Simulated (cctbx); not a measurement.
# Diagnosing a refinement

Cell a = 8.2160 Å, b = 11.5970 Å, c = 4.1560 Å, α = 90.00°, β = 90.00°, γ = 90.00°; space group Pbam (no. 55). The compound is Ho2PbSe5.

Simulated single-crystal data (cctbx): Mo Kα, λ = 0.71073 Å, to d = 0.8 Å, 70 % of the full sphere, strongest reflection 5000 counts, noise from counting, a 3 % proportional error and a noise floor of 8 counts (s.d.); no absorption.

An anisotropic refinement with weights 1/σ² prints:

```text
Rint 0.053, 467 unique reflections to 0.80 A
cycle     R1     wR2    GooF  max shift (A)
   1  0.1508  0.2780   6.485   0.00246
   2  0.0614  0.1311   3.059   0.00001
final R1 0.0614 wR2 0.1311 GooF 3.059  parameters 26  data/parameter 18.0
atom        x        y        z      Ueq    occ   su(xyz)  su(Uiso or U11)
Ho1    0.00000  0.00000  0.00000  -0.0102  1.000  0.00000  0.0009  NPD
Pb1    0.92286  0.66914  0.50000   0.0100  1.000  0.00022  0.0008
Se1    0.35124  0.29969  0.00000   0.0010  1.000  0.00048  0.0017
Se2    0.00000  0.50000  0.00000   0.0021  1.000  0.00000  0.0025
Se3    0.80864  0.92889  0.50000   0.0015  1.000  0.00047  0.0017  NPD
difference map: max 14.10 min -5.99 rms 1.38
Q1    0.0000  0.0000  0.0000    2   14.13  0.00 A from Ho1
Q2    0.0000  0.5000  0.0000    2    5.97  0.00 A from Se2
Q3    0.1669  0.2564  0.5000    4    4.18  1.14 A from Pb1
Q4    0.2554  0.0772  0.5000    4    3.71  0.53 A from Se3
Q5    0.0630  0.3915  0.2881    8    3.13  1.13 A from Pb1
Q6    0.1875  0.8167  0.0000    4    3.12  0.37 A from Se1
```

Q: Accept it or mend it, and why?

Mend it. The fault: elements exchanged: Pb1 is Ho and Ho1 is Pb. Against the right model at the same level, R1 goes from 0.0207 to 0.0614 and GooF from 0.93 to 3.06, U of Ho1 shrinks from 0.0022 to -0.0102 Å², U of Pb1 swells from 0.0026 to 0.0100 Å², the top difference peak, 14.1 e/Å³, lies on Ho1 and Ho1 and Se3 go non-positive-definite. Pb1 has 15 electrons too many and its U swells to shed them, as expected; Ho1 has 15 electrons too few and its U shrinks to make up, as expected.

The compound is Ho2PbSe5. The right model at the same level gives:

```text
Rint 0.053, 467 unique reflections to 0.80 A
cycle     R1     wR2    GooF  max shift (A)
   1  0.0214  0.0417   0.972   0.00024
   2  0.0207  0.0397   0.926   0.00000
final R1 0.0207 wR2 0.0397 GooF 0.926  parameters 26  data/parameter 18.0
atom        x        y        z      Ueq    occ   su(xyz)  su(Uiso or U11)
Pb1    0.00000  0.00000  0.00000   0.0022  1.000  0.00000  0.0003
Ho1    0.92280  0.66901  0.50000   0.0026  1.000  0.00007  0.0002
Se1    0.35114  0.29988  0.00000   0.0041  1.000  0.00015  0.0005
Se2    0.00000  0.50000  0.00000   0.0037  1.000  0.00000  0.0007
Se3    0.80840  0.92874  0.50000   0.0039  1.000  0.00014  0.0005
difference map: max 2.82 min -2.89 rms 0.61
Q1    0.0653  0.1148  0.5000    4    2.82  1.15 A from Se3
Q2    0.0152  0.3091  0.5000    4    2.67  0.57 A from Ho1
Q3    0.2323  0.2754  0.0000    4    2.45  1.02 A from Se1
Q4    0.0582  0.4811  0.5000    4    2.41  1.75 A from Ho1
Q5    0.1530  0.6045  0.0000    4    2.17  1.75 A from Se2
Q6    0.0411  0.2225  0.1333    8    2.06  1.68 A from Se1
```

This is a model crystal, built by substitution and not relaxed, with assumed displacement parameters.

[Middle refinement cycles are left out of these outputs.]

[Logs are printed without paths, hosts, clocks, repeated set-up lines and the standing remarks that a program may print on its own settings, such as how far it seeks lower states.]
